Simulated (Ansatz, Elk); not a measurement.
## MnAg2PbO4: X-ray structure factors from the self-consistent density

The structure of MnAg2PbO4 used here is made up (a known structure type with other elements) and was relaxed beforehand with PBE. The aim is the Fourier transform of its all-electron density, F(hkl), set beside the sum over free spherical atoms that refinements use.

Main program and level: Elk 11.2.3 (patched build); DFT, PBE, all-electron APW+lo, Dirac cores, scalar-relativistic bands, static density, ferromagnetic start.

This account leaves out most program logs.

The structure was built from a prototype and need not be the compound's stable phase.

**1. Set-up**

It takes space group I-42m (No. 121, tetragonal). The conventional cell has a = 5.245 Å, b = 5.245 Å, c = 9.632 Å, α = 90.00°, β = 90.00°, γ = 90.00°. Nearest to Pb lie 4 O at 2.45 Å. Nearest to Ag lie 4 O at 2.37 Å. Nearest to Mn lie 4 O at 1.76 Å. O has 1 Mn at 1.76 Å and 2 Ag at 2.37 Å and 1 Pb at 2.45 Å nearest. Farther neighbours and most contacts between anions are not listed.

Structure file:

```cif
data_structure
_symmetry_space_group_name_H-M 'P 1'
_symmetry_Int_Tables_number 1
_cell_length_a 6.0784
_cell_length_b 6.0784
_cell_length_c 6.0784
_cell_angle_alpha 128.883
_cell_angle_beta 128.883
_cell_angle_gamma 75.198
_cell_volume 132.48
loop_
_atom_site_label
_atom_site_type_symbol
_atom_site_fract_x
_atom_site_fract_y
_atom_site_fract_z
_atom_site_occupancy
Pb1 Pb 0.00000 0.00000 0.00000 1
Ag2 Ag 0.75000 0.25000 0.50000 1
Ag3 Ag 0.25000 0.75000 0.50000 1
Mn4 Mn 0.50000 0.50000 0.00000 1
O5 O 0.59476 0.59476 0.39336 1
O6 O 0.20140 0.20140 0.60664 1
O7 O 0.79860 0.40524 0.00000 1
O8 O 0.40524 0.79860 0.00000 1
```

**2. Ground state and structure factors**

An all-electron density is needed, since X-rays see the cores too. Task 0 finds the density and task 195 Fourier-transforms it; tshift is off so that phases refer to the origin typed.

elk.in

```
tasks
  0
  195
  196

xctype
  20

spinpol
  .true.

rgkmax
  7.0

gmaxvr
  14.0

lmaxo
  7

lmaxapw
  8

swidth
  0.002

tshift
  .false.

ramdisk
  .false.

hmaxvr
  5.5

maxscl
  120

epspot
  1e-06

reducebf
  0.8

sppath
  './'

avec
  -4.95565368410 4.95565368410 9.10082630711
  4.95565368410 -4.95565368410 9.10082630711
  4.95565368410 4.95565368410 -9.10082630711

atoms
  4
  'Pb.in'
  1
  -0.0000000000 -0.0000000000 -0.0000000000   0.000000 0.000000 0.000000
  'Ag.in'
  2
  0.7500000000 0.2500000000 0.5000000000   0.000000 0.000000 0.000000
  0.2500000000 0.7500000000 0.5000000000   0.000000 0.000000 0.000000
  'Mn.in'
  1
  0.5000000000 0.5000000000 -0.0000000000   0.000000 0.000000 -0.095000
  'O.in'
  4
  0.5947597489 0.5947597489 0.3933596759   0.000000 0.000000 0.000000
  0.2014000729 0.2014000729 0.6066403241   0.000000 0.000000 0.000000
  0.7985999271 0.4052402511 0.0000000000   0.000000 0.000000 0.000000
  0.4052402511 0.7985999271 0.0000000000   0.000000 0.000000 0.000000

ngridk
  5 5 5
```

Run with:

```console
$ OMP_NUM_THREADS=4 elk
```

Elapsed: 14 min, on 4 threads of Arm Neoverse V1, shared host; peak memory 0.75 GiB; 54 min of CPU time.

SFACRHO.OUT:

```text

h k l indices transformed by vhmat matrix:
   1.000000000       0.000000000       0.000000000    
   0.000000000       1.000000000       0.000000000    
   0.000000000       0.000000000       1.000000000    

      h      k      l  multipl.   |H|            Re(F)            Im(F)           |F|

      0      0      0      1   0.0000000       233.00000     -0.11561776E-15   233.00000    
      1      1     -1      2  0.69039723       20.707837      0.10304155E-09   20.707837    
     -1      0      1      8  0.72183338       46.737313     -0.31429488E-08   46.737313    
     -1      1      0      4  0.89652813       15.133932     -0.38771534E-15   15.133932    
     -2      0      1      4   1.1315525       172.37267       21.834898       173.75011    
      0      2     -1      4   1.1315525       172.37267      -21.834898       173.75011    
      1      2     -2      8   1.2142241       54.196324      0.95960444E-08   54.196324    
     -1      1     -1      4   1.2678822       147.95485      0.10685008E-09   147.95485    
     -2     -2      2      2   1.3807945       143.80709     -0.97007152E-10   143.80709    
      0      2     -2      8   1.4436668       7.4275220     -0.61851475E-08   7.4275220    
      0      1      1      8   1.4589616       54.248738      -7.7013825       54.792672    
     -1      2      0      8   1.4589616       54.248738       7.7013825       54.792672    
      2      2     -3      4   1.6463159       10.763895       9.8654222       14.600959    
      3      1     -2      4   1.6463159       10.763895      -9.8654222       14.600959    
     -3      0      2      8   1.7555243       46.042928      -10.379830       47.198433    
     -2     -1      3      8   1.7555243       46.042928       10.379830       47.198433    
      2     -2      0      4   1.7930563       159.92822      0.11631460E-14   159.92822    
      3      2     -2      8   1.8387315       52.976058      0.43079788E-09   52.976058
```

Elk indexes on the primitive cell of elk.in and gives |H| = 4π sin θ/λ in inverse bohr. Below, one row stands for each form hkl of the conventional cell (m members, Friedel mates merged), F is for one primitive cell and the density is static (no thermal factor). Free-atom factors are Waasmaier and Kirfel's, and R is Σm||F|−|F'||/Σm|F|.

```
hkl   m  sin θ/λ (Å⁻¹)  abs F, DFT  neutral atoms   diff.  abs of complex diff.     ions   diff.
002   2          0.104      20.708         20.490  +0.218                 0.218   19.639  +1.069
101   8          0.108      46.737         47.156  -0.418                 0.418   47.484  -0.746
110   4          0.135      15.134         15.011  +0.123                 0.123   13.804  +1.330
112   8          0.170     173.750        173.962  -0.212                 0.932  172.939  +0.811
103   8          0.183      54.196         54.021  +0.175                 0.175   55.286  -1.090
200   4          0.191     147.955        148.942  -0.987                 0.987  146.730  +1.225
004   2          0.208     143.807        144.677  -0.870                 0.870  142.977  +0.830
202   8          0.217       7.428          7.552  -0.124                 0.124    6.792  +0.635
211  16          0.219      54.793         54.480  +0.312                 0.390   55.476  -0.683
114   8          0.248      14.601         14.328  +0.273                 0.391   14.140  +0.461
213  16          0.264      47.198         46.992  +0.206                 0.297   47.475  -0.277
220   4          0.270     159.928        159.970  -0.042                 0.042  159.732  +0.196
105   8          0.277      52.976         52.741  +0.235                 0.235   53.176  -0.200
204   8          0.282     157.482        157.574  -0.092                 0.092  157.317  +0.165
222   8          0.289      16.975         16.843  +0.132                 0.194   16.588  +0.387
301   8          0.291      57.965         57.729  +0.237                 0.237   58.035  -0.070
310   8          0.301       8.094          8.161  -0.066                 0.066    7.964  +0.131
006   2          0.311       0.494          0.640  -0.146                 0.146    0.561  -0.067
312  16          0.319     137.334        137.431  -0.097                 0.102  137.291  +0.043
303   8          0.326      40.504         40.438  +0.066                 0.066   40.710  -0.206
215  16          0.336      40.712         40.625  +0.088                 0.125   40.863  -0.151
116   8          0.339     133.350        133.426  -0.076                 0.115  133.329  +0.021
```

The ions are Mn4+, Ag+, Pb2+ and O2−, by formal charge.

**3. The magnetisation density**

The same run holds the spin density, and task 196 transforms it. The order is that of the start, and no other was tried.

SFACMAG_1.OUT:

```text

h k l indices transformed by vhmat matrix:
   1.000000000       0.000000000       0.000000000    
   0.000000000       1.000000000       0.000000000    
   0.000000000       0.000000000       1.000000000    

      h      k      l  multipl.   |H|            Re(F)            Im(F)           |F|

      0      0      0      1   0.0000000       2.7528134      0.10424633E-16   2.7528134    
      1      1     -1      2  0.69039723       2.0011884     -0.40442087E-11   2.0011884    
     -1      0      1      8  0.72183338      -1.9257919     -0.16863743E-10   1.9257919    
     -1      1      0      4  0.89652813       1.8992286      0.24989465E-16   1.8992286    
     -2      0      1      4   1.1315525       1.7064712      0.54217673E-01   1.7073322    
      0      2     -1      4   1.1315525       1.7064712     -0.54217673E-01   1.7073322    
      1      2     -2      8   1.2142241      -1.6342397      0.34019988E-10   1.6342397    
     -1      1     -1      4   1.2678822       1.5729071     -0.12159835E-10   1.5729071    
     -2     -2      2      2   1.3807945       1.3704811      0.14147680E-10   1.3704811    
      0      2     -2      8   1.4436668       1.4271159     -0.26441115E-10   1.4271159    
      0      1      1      8   1.4589616      -1.4337636     -0.29291322E-01   1.4340628    
     -1      2      0      8   1.4589616      -1.4337636      0.29291322E-01   1.4340628    
      2      2     -3      4   1.6463159       1.2506537      0.17085344E-01   1.2507704    
      3      1     -2      4   1.6463159       1.2506537     -0.17085344E-01   1.2507704    
     -3      0      2      8   1.7555243      -1.2191602      0.91045734E-02   1.2191941    
     -2     -1      3      8   1.7555243      -1.2191602     -0.91045733E-02   1.2191941
```

The total moment is 2.75 μB a cell; sphere moments: Pb1 +0.10, Ag2 +0.04, Ag3 +0.04, Mn4 +2.09, O5 +0.02, O6 +0.02, O7 +0.02, O8 +0.02 μB. Polarised neutrons measure spin and orbital magnetisation together; without spin-orbit coupling the run gives the spin part:

```
hkl  sin θ/λ (Å⁻¹)  abs F_M (μB)
002          0.104         2.001
101          0.108         1.926
110          0.135         1.899
112          0.170         1.707
103          0.183         1.634
200          0.191         1.573
004          0.208         1.371
202          0.217         1.427
211          0.219         1.434
114          0.248         1.251
213          0.264         1.219
220          0.270         1.184
105          0.277         1.130
204          0.282         1.097
```

**4. The highest occupied states alone**

An energy window below the Fermi level keeps the highest occupied states, to see at which angles they scatter; shallow core shells can lie inside it and anion s states outside. No new self-consistency is needed.

Edit elk.in of step 2 so:

```diff
@@ -1,5 +1,3 @@
 tasks
-  0
   195
-  196
 
@@ -44,2 +42,5 @@
 
+wsfac
+  -0.362820 0.488420
+
 sppath
```

Run with:

```console
$ OMP_NUM_THREADS=4 elk
```

It took 30 s on 4 threads; peak memory 0.43 GiB; 45 s of CPU time.

States within 15 eV below the Fermi level hold 49.00 electrons; any levels below the window count with the cores. Their amplitudes can exceed the total, where window and core parts have opposite phase:

```
hkl  sin θ/λ (Å⁻¹)  abs F, window  abs F, all
002          0.104          6.306      20.708
101          0.108          6.894      46.737
110          0.135          8.125      15.134
112          0.170         19.633     173.750
103          0.183          1.446      54.196
200          0.191          5.417     147.955
004          0.208          4.069     143.807
202          0.217          8.419       7.428
211          0.219          3.424      54.793
114          0.248          6.979      14.601
```

**5. Another functional**

The difference from free atoms is small, so it is set against the change that LDA (Perdew-Wang) makes.

Edit elk.in of step 4 so:

```diff
@@ -1,6 +1,8 @@
 tasks
+  0
   195
+  196
 
 xctype
-  20
+  3
 
@@ -42,5 +44,2 @@
 
-wsfac
-  -0.362820 0.488420
-
 sppath
```

Run with:

```console
$ OMP_NUM_THREADS=4 elk
```

The job ended after 8.3 min (4 threads; peak memory 0.54 GiB).

Against the first run R = 0.03 %; the largest change is -0.114 at 220. The moment goes from 2.75 to 2.60 μB.

**6. Basis size**

A smaller basis shows how fast F responds to it; the change is likely larger than the basis error of the first run, but doesn't show convergence.

Edit elk.in of step 5 so:

```diff
@@ -6,3 +6,3 @@
 xctype
-  3
+  20
 
@@ -12,3 +12,3 @@
 rgkmax
-  7.0
+  5.5
```

Run with:

```console
$ OMP_NUM_THREADS=4 elk
```

Elapsed: 8.9 min, on 4 threads; peak memory 0.7 GiB.

The run was cut off at its time limit.

**7. With a Hubbard U**

A Hubbard U is put on the d shell, to see how far it moves the factors.

Edit elk.in of step 6 so:

```diff
@@ -12,3 +12,3 @@
 rgkmax
-  5.5
+  7.0
 
@@ -73 +73,5 @@
   5 5 5
+
+dft+u
+  1 1
+  3 2 0.143322 0.000000
```

Run with:

```console
$ OMP_NUM_THREADS=4 elk
```

Wall time 5.4 min (4 threads); peak memory 0.8 GiB.

The run was cut off at its time limit.

**8. Settings against the effect**

```
              run  R against the first run (%)  R against neutral atoms, low angle (%)  wall time
    PBE, rgkmax 7                         0.00                                    0.38     14 min
LDA (Perdew-Wang)                         0.03                                    0.38    8.3 min
```

**9. Results**

| Quantity | Value |
| --- | --- |
| R against neutral atoms, sin θ/λ < 0.3 Å⁻¹ | 0.38 % |
| R against neutral atoms, 0.3 to 0.72 Å⁻¹ | 0.15 % |
| R against ions, below 0.3 Å⁻¹ | 0.84 % |

What this shows: Independent neutral atoms miss the calculated amplitudes by R = 0.38 % below 0.3 Å⁻¹ and 0.15 % from there to 0.72 Å⁻¹; by shells, 0.90 % below 0.15 Å⁻¹ (3 forms), 0.35 % 0.15 to 0.3 (13 forms), 0.14 % 0.3 to 0.45 (28 forms), 0.15 % above 0.45 (105 forms). Bonding, aspherical density and the tables' own atoms all enter these figures, and the runs don't part them. The largest change of an amplitude is -0.99 electrons, at 200. R counts amplitudes alone; phases shift too. Weak lines can change much in proportion: 006 goes from 0.64 to 0.49. Formal ions give R = 0.84 % at low angle, further off than neutral atoms. The magnetic order is that of the start. No other order was tried here, and an antiferromagnetic one would change or move the magnetic intensity. The window's part falls from 49.0 electrons at the origin to at most 2.15 between 0.45 and 0.72 Å⁻¹, where compact states inside the window still scatter. Below 0.3 Å⁻¹ the changes that finished (LDA (Perdew-Wang)) move F by R = 0.06 % at most, against the 0.38 % that separates it from free atoms. The magnetic factors move by R = 5.5 % (LDA (Perdew-Wang)), so they aren't settled to better than that. The basis has no finished test. The k-mesh has no finished test. Spin-orbit coupling is left out, which can matter for elements this heavy. Part of the difference isn't bonding: the tables are fits to free atoms and ions calculated by other methods than this functional. Thermal motion, anomalous dispersion and extinction are left out.

[Logs are printed without paths, hosts, clocks, repeated set-up lines and the standing remarks that a program may print on its own settings, such as how far it seeks lower states.]

[Hosts, paths, dates, database ids (printed as entryN), source tags and the programs' standing remarks are cut or masked in the printed files.]
